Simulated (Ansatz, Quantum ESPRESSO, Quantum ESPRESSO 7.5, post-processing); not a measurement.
# Ga chain with one bond drawn out by 0.3 Å: ballistic transmission

Aim: the zero-bias transmission with pwcond for this junction: Ga chain with one bond drawn out by 0.3 Å.

Method: plane-wave DFT, PBE, GBRV ultrasoft pseudopotentials (cross-check by Ansatz 0.2.0 with PAW datasets), in Quantum ESPRESSO 7.5.

Report form: the programs' logs are mostly left out.

**1. Starting point**

The cell holds 10 atoms: 10 Ga. Its edges and angles: a = 7.500 Å, b = 7.500 Å, c = 25.800 Å, α = 90.0°, β = 90.0°, γ = 90.0°. Regions: left lead, 5 atoms (5 Ga); right lead, 5 atoms (5 Ga). Vacuum lies along a and b. The structure is stacked along c, and the current runs across the ab planes.

**2. Ground state**

One periodic cell holds a stretch of lead, the junction and more lead; the atoms stay as built.

Input file scf.in:

```
&control
  prefix = 'scf'
  outdir = './out'
  pseudo_dir = './pseudo'
  calculation = 'scf'
  tprnfor = .true.
/
&system
  ibrav = 0
  nat = 10
  ntyp = 1
  ecutwfc = 34
  ecutrho = 170
  occupations = 'smearing'
  smearing = 'mv'
  degauss = 0.01
/
&electrons
  conv_thr = 1e-07
  mixing_beta = 0.25
  electron_maxstep = 120
  mixing_mode = 'local-TF'
/
ATOMIC_SPECIES
  Ga  69.7230  ga_pbe_v1.4.uspp.F.UPF
CELL_PARAMETERS angstrom
  7.50000000000000 0.00000000000000 0.00000000000000
  0.00000000000000 7.50000000000000 0.00000000000000
  0.00000000000000 0.00000000000000 25.80000000000000
ATOMIC_POSITIONS crystal
  Ga  0.500000000000 0.500000000000 0.000000000000
  Ga  0.500000000000 0.500000000000 0.098837209302
  Ga  0.500000000000 0.500000000000 0.197674418605
  Ga  0.500000000000 0.500000000000 0.296511627907
  Ga  0.500000000000 0.500000000000 0.395348837209
  Ga  0.500000000000 0.500000000000 0.505813953488
  Ga  0.500000000000 0.500000000000 0.604651162791
  Ga  0.500000000000 0.500000000000 0.703488372093
  Ga  0.500000000000 0.500000000000 0.802325581395
  Ga  0.500000000000 0.500000000000 0.901162790698
K_POINTS automatic
  1 1 3 0 0 0
```

On the command line:

```bash
$ OMP_NUM_THREADS=1 mpirun -n 2 pw.x -nk 1 -in scf.in > scf.out
```

Elapsed: 3.2 min, on 2 MPI ranks of Arm Neoverse V2, shared host; peak memory 1.6 GiB; 6.5 min of CPU time.

Read from the output:

* free energy: -56496.2408 eV
* Fermi energy: -1.773 eV

The program's own clock; routines nest. Time by routine:

| routine | wall time (s) | calls |
| --- | --- | --- |
| PWSCF | 194.3 | 1 |
| electrons | 188.6 | 1 |
| c_bands | 139.1 | 17 |
| cegterg | 137.4 | 34 |
| h_psi | 80.69 | 178 |
| fftw | 68.01 | 23822 |
| vloc_psi | 60.88 | 178 |
| sum_band | 25.65 | 17 |
| calbec | 14.03 | 220 |
| mix_rho | 12.79 | 17 |
| h_psi:calbec | 9.56 | 178 |
| add_vuspsi | 9.56 | 178 |
| s_psi | 9.52 | 178 |
| newd | 9.37 | 18 |

The run needed 17 iterations to bring the estimated error under 1e-07 Ry; the largest force on any atom, held or free, is 0.51 eV/Å.

**3. Transmission with pwcond.x**

prefixt takes both regions from one run: the lead from 0 to bdl, the scattering region from bdl to bds (units of alat). ikind = 1 puts the same lead on both sides. The program's T_tot counts both spins in a run without spin; the tables below give T per spin.

Input file cond.in:

```
&inputcond
  outdir = './out'
  prefixt = 'scf'
  tran_file = 'cond.dat'
  bdl = 0.6800000000
  bds = 3.4400000000
  ikind = 1
  ewind = 4.0
  epsproj = 1e-05
  nz1 = 7
  energy0 = 2.0
  denergy = -0.1
/
1
  0.00000000 0.00000000 1.00000000
41
```

On the command line:

```bash
$ OMP_NUM_THREADS=1 mpirun -n 2 pwcond.x -in cond.in > cond.out
```

Elapsed: 3.1 min, on 2 MPI ranks; peak memory 0.61 GiB.

Read from the output:

* lead channels at the Fermi level, one spin: 3
* transmission at the Fermi level, one spin: 2.890
* conductance: 2.890 G₀

Per spin. The open channels by energy, zero at the Fermi level:

| energy (eV) | open channels |
| --- | --- |
| -2.00 | 1 |
| -1.80 | 1 |
| -1.60 | 1 |
| -1.40 | 1 |
| -1.20 | 1 |
| -1.00 | 1 |
| -0.90 | 1 |
| -0.70 | 1 |
| -0.50 | 1 |
| -0.30 | 1 |
| -0.10 | 3 |
| 0.00 | 3 |
| 0.10 | 3 |
| 0.30 | 3 |
| 0.50 | 3 |
| 0.70 | 3 |
| 0.90 | 3 |
| 1.00 | 3 |
| 1.20 | 3 |
| 1.40 | 3 |
| 1.60 | 3 |
| 1.80 | 3 |
| 2.00 | 3 |

Per spin. Table of transmission by energy, zero at the Fermi level:

| energy (eV) | transmission |
| --- | --- |
| -2.00 | 0.924 |
| -1.90 | 0.923 |
| -1.80 | 0.919 |
| -1.70 | 0.910 |
| -1.60 | 0.861 |
| -1.50 | 0 |
| -1.40 | 0.975 |
| -1.20 | 0.959 |
| -1.10 | 0.957 |
| -1.00 | 0.956 |
| -0.90 | 0.956 |
| -0.80 | 0.956 |
| -0.70 | 0.956 |
| -0.60 | 0.956 |
| -0.50 | 0.956 |
| -0.40 | 0.956 |
| -0.30 | 0.957 |
| -0.20 | 2.68 |
| -0.10 | 2.86 |
| 0.00 | 2.89 |
| 0.10 | 2.85 |
| 0.20 | 2.80 |
| 0.30 | 2.77 |
| 0.40 | 2.76 |
| 0.50 | 2.75 |
| 0.60 | 2.75 |
| 0.70 | 2.75 |
| 0.80 | 2.74 |
| 0.90 | 2.74 |
| 1.00 | 2.74 |
| 1.10 | 2.75 |
| 1.20 | 2.76 |
| 1.40 | 2.76 |
| 1.50 | 2.78 |
| 1.60 | 2.79 |
| 1.70 | 2.80 |
| 1.80 | 2.80 |
| 1.90 | 2.81 |
| 2.00 | 2.81 |

The program's own clock; routines nest. Time by routine:

| routine | wall time (s) | calls |
| --- | --- | --- |
| PWCOND | 184.4 | 1 |
| scatter_forw | 157.5 | 82 |
| local | 12.43 | 1 |
| compbs | 11.26 | 41 |
| compbs_2 | 9.26 | 41 |
| init | 1.04 | 1 |
| poten | 0.07 | 1 |

At no point does T exceed the number of channels.

**4. The open system, with nz1 = 1**

A sensitivity test on the input.

cond.w.in is the input of step 3 with these lines changed:

```diff
@@ -3,3 +3,3 @@
   prefixt = 'scf'
-  tran_file = 'cond.dat'
+  tran_file = 'cond.w.dat'
   bdl = 0.6800000000
@@ -9,3 +9,3 @@
   epsproj = 1e-05
-  nz1 = 7
+  nz1 = 1
   energy0 = 2.0
```

On the command line:

```bash
$ OMP_NUM_THREADS=1 mpirun -n 2 pwcond.x -in cond.w.in > cond.w.out
```

The job ended after 2.6 min (2 MPI ranks; peak memory 0.61 GiB; 5.2 min of CPU time).

The changed values were drawn from a wide range, not chosen for quality; the comparison shows what they did here together.

Beside the run it was changed from:

| quantity | this run | unchanged run | difference |
| --- | --- | --- | --- |
| transmission at the Fermi level, one spin | 2.898 | 2.890 | 0.0073 |
| lead channels at the Fermi level, one spin | 3 | 3 | 0 |
| wall time (s) | 155 | 185 |  |

Over all energies T moves by up to 0.016, at -1.6 eV.

The physical values in this table move by up to 0.25 %.

**5. Transmission with pwcond.x, with nenergy = 0**

Another try, with an input changed as a hurried user might.

cond.bad.in is the input of step 3 with these lines changed:

```diff
@@ -3,3 +3,3 @@
   prefixt = 'scf'
-  tran_file = 'cond.dat'
+  tran_file = 'cond.bad.dat'
   bdl = 0.6800000000
@@ -15,2 +15,2 @@
   0.00000000 0.00000000 1.00000000
-41
+0
```

On the command line:

```bash
$ OMP_NUM_THREADS=1 mpirun -n 2 pwcond.x -in cond.bad.in > cond.bad.out
```

Wall time 14 s (2 MPI ranks); peak memory 0.61 GiB; 28 s of CPU time.

The run finished, but its numbers are not taken as the system's. The fault: no energies.

**6. Cross-check with Ansatz**

A second code with its own PAW datasets, on the same atoms.

Level of this step: plane-wave DFT, PBE, Ansatz PAW (Ansatz 0.2.0).

Input file input.yaml:

```yaml
crystal:
  lattice:
    - [7.5, 0.0, 0.0]
    - [0.0, 7.5, 0.0]
    - [0.0, 0.0, 25.8]
  atoms:
    - { symbol: Ga, position: [0.5, 0.5, 0.0] }
    - { symbol: Ga, position: [0.5, 0.5, 0.0988372093] }
    - { symbol: Ga, position: [0.5, 0.5, 0.1976744186] }
    - { symbol: Ga, position: [0.5, 0.5, 0.2965116279] }
    - { symbol: Ga, position: [0.5, 0.5, 0.3953488372] }
    - { symbol: Ga, position: [0.5, 0.5, 0.5058139535] }
    - { symbol: Ga, position: [0.5, 0.5, 0.6046511628] }
    - { symbol: Ga, position: [0.5, 0.5, 0.7034883721] }
    - { symbol: Ga, position: [0.5, 0.5, 0.8023255814] }
    - { symbol: Ga, position: [0.5, 0.5, 0.9011627907] }
kpoints:
  mp_grid: { grid: [1, 1, 4] }
hamiltonian:
  xc: pbe
scf:
  occupations: { method: fermi_dirac, width: 0.1 }
  convergence: { dr2_threshold: 1.0e-08 }
output:
  transmission:
    leads: [[0, 1]]
    e_range: [-2.0, 2.0]
    de: 0.05
    kmesh: [1, 1]
    reduced_basis: true
  write_potential: true
  write_density: true
  volumetric_format: npy
```

On the command line:

```bash
$ ansatz run input.yaml --threads 2 --pin off --max-ram 4096MiB --backend cpu --events-out ev --progress --plain --runs-dir out
```

Run time: 51 s. Hardware: 2 threads; peak memory 1.8 GiB; 1.7 min of CPU time.

This step gave:

| Property | Result |
| --- | --- |
| free energy | -37816.8891 eV |
| energy at zero smearing | -37816.5835 eV |
| smearing term TS | 0.6112 eV |
| Fermi energy | -1.903 eV |
| symmetry operations | 16 |
| transmission at the Fermi level, one spin | 2.840 |
| step of the lead's Hamiltonian over a period | 1.7 meV |

Per spin. The transmission by energy, zero at the Fermi level:

| energy (eV) | transmission |
| --- | --- |
| -2.000 | 0.925 |
| -1.800 | 0.920 |
| -1.600 | 0.858 |
| -1.400 | 0.973 |
| -1.200 | 0.959 |
| -1.000 | 0.956 |
| -0.800 | 0.955 |
| -0.600 | 0.955 |
| -0.400 | 0.955 |
| -0.200 | 2.58 |
| 0.000 | 2.84 |
| 0.200 | 2.81 |
| 0.400 | 2.77 |
| 0.600 | 2.75 |
| 0.800 | 2.75 |
| 1.000 | 2.76 |
| 1.200 | 2.78 |
| 1.400 | 2.79 |
| 1.600 | 2.80 |
| 1.800 | 2.80 |
| 2.000 | 2.81 |

Per spin. Table of open channels by energy, zero at the Fermi level:

| energy (eV) | open channels |
| --- | --- |
| -2.00 | 1 |
| -1.85 | 1 |
| -1.70 | 1 |
| -1.60 | 1 |
| -1.45 | 0 |
| -1.30 | 1 |
| -1.15 | 1 |
| -1.05 | 1 |
| -0.90 | 1 |
| -0.75 | 1 |
| -0.60 | 1 |
| -0.50 | 1 |
| -0.35 | 1 |
| -0.20 | 3 |
| -0.05 | 3 |
| 0.00 | 3 |
| 0.05 | 3 |
| 0.20 | 3 |
| 0.35 | 3 |
| 0.50 | 3 |
| 0.60 | 3 |
| 0.75 | 3 |
| 0.90 | 3 |
| 1.05 | 3 |
| 1.15 | 3 |
| 1.30 | 3 |
| 1.45 | 3 |
| 1.60 | 3 |
| 1.70 | 3 |
| 1.85 | 3 |
| 2.00 | 3 |

Ansatz finds T = 2.84 against pwcond's 2.89.

**7. All levels side by side**

All levels:

| step | T at the Fermi level (per spin) | conductance (G0) | r.m.s. T(E) from the first | CPU time of the step (s) | peak memory (GiB) |
| --- | --- | --- | --- | --- | --- |
| Ansatz | 2.84 | - | 0 | 100 | 1.754 |
| pwcond | 2.89 | 2.89 | 0.02325 | 369.7 | 0.61 |
| pwcond, changed setting | 2.898 | 2.898 | 0.02418 | 309.9 | 0.61 |

Per spin. Transmission against energy, zero at the Fermi level:

| energy (eV) | Ansatz | pwcond | pwcond, changed setting |
| --- | --- | --- | --- |
| -2.00 | 0.925 | 0.924 | 0.921 |
| -1.90 | 0.924 | 0.923 | 0.921 |
| -1.80 | 0.920 | 0.919 | 0.918 |
| -1.70 | 0.910 | 0.910 | 0.911 |
| -1.60 | 0.858 | 0.861 | 0.877 |
| -1.50 | 0 | 0 | 0 |
| -1.40 | 0.973 | 0.975 | 0.983 |
| -1.20 | 0.959 | 0.959 | 0.963 |
| -1.10 | 0.957 | 0.957 | 0.962 |
| -1.00 | 0.956 | 0.956 | 0.961 |
| -0.90 | 0.955 | 0.956 | 0.961 |
| -0.80 | 0.955 | 0.956 | 0.961 |
| -0.70 | 0.955 | 0.956 | 0.962 |
| -0.60 | 0.955 | 0.956 | 0.962 |
| -0.50 | 0.955 | 0.956 | 0.962 |
| -0.40 | 0.955 | 0.956 | 0.963 |
| -0.30 | 0.956 | 0.957 | 0.963 |
| -0.20 | 2.58 | 2.68 | 2.67 |
| -0.10 | 2.81 | 2.86 | 2.86 |
| 0.00 | 2.84 | 2.89 | 2.90 |
| 0.10 | 2.83 | 2.85 | 2.86 |
| 0.20 | 2.81 | 2.80 | 2.81 |
| 0.30 | 2.79 | 2.77 | 2.78 |
| 0.40 | 2.77 | 2.76 | 2.76 |
| 0.50 | 2.75 | 2.75 | 2.76 |
| 0.60 | 2.75 | 2.75 | 2.76 |
| 0.70 | 2.75 | 2.75 | 2.75 |
| 0.80 | 2.75 | 2.74 | 2.75 |
| 0.90 | 2.76 | 2.74 | 2.74 |
| 1.00 | 2.76 | 2.74 | 2.74 |
| 1.10 | 2.77 | 2.75 | 2.75 |
| 1.20 | 2.78 | 2.76 | 2.76 |
| 1.40 | 2.79 | 2.76 | 2.77 |
| 1.50 | 2.79 | 2.78 | 2.78 |
| 1.60 | 2.80 | 2.79 | 2.79 |
| 1.70 | 2.80 | 2.80 | 2.80 |
| 1.80 | 2.80 | 2.80 | 2.81 |
| 1.90 | 2.81 | 2.81 | 2.81 |
| 2.00 | 2.81 | 2.81 | 2.81 |

**8. Worked from the printed numbers**

G = 2.89 × 77.48 µS = 224 µS a cell, a resistance of 4.47 kΩ.

**9. What came out**

```
conductance from T at the Fermi level, a cell (G₀ = 2e²/h) : 2.89 G₀
lead channels per spin                                     : 3.00
the same conductance by Ansatz                             : 2.84 G₀
```

What this shows: The junction conducts 2.89 G₀ a cell at the Fermi level (PBE, GBRV ultrasoft). At the Fermi level the junction passes 96 % of what the leads offer, nearly all. At the Fermi level pwcond and Ansatz differ by 1.8 %, a close match. Over -2 to 2 eV, T lies between 0 and 2.9 per spin. The geometry is as built, not relaxed, and the leads are short.

[Logs are printed without paths, hosts, clocks, repeated set-up lines and the standing remarks that a program may print on its own settings, such as how far it seeks lower states.]

[Hosts, paths, dates, database ids (printed as entryN), source tags and the programs' standing remarks are cut or masked in the printed files.]

[Maps of the electrostatic potential energy from Ansatz leave out the sawtooth potential of an applied field or a dipole correction, so their vacuum need not be flat; planar profiles and work functions include it.]
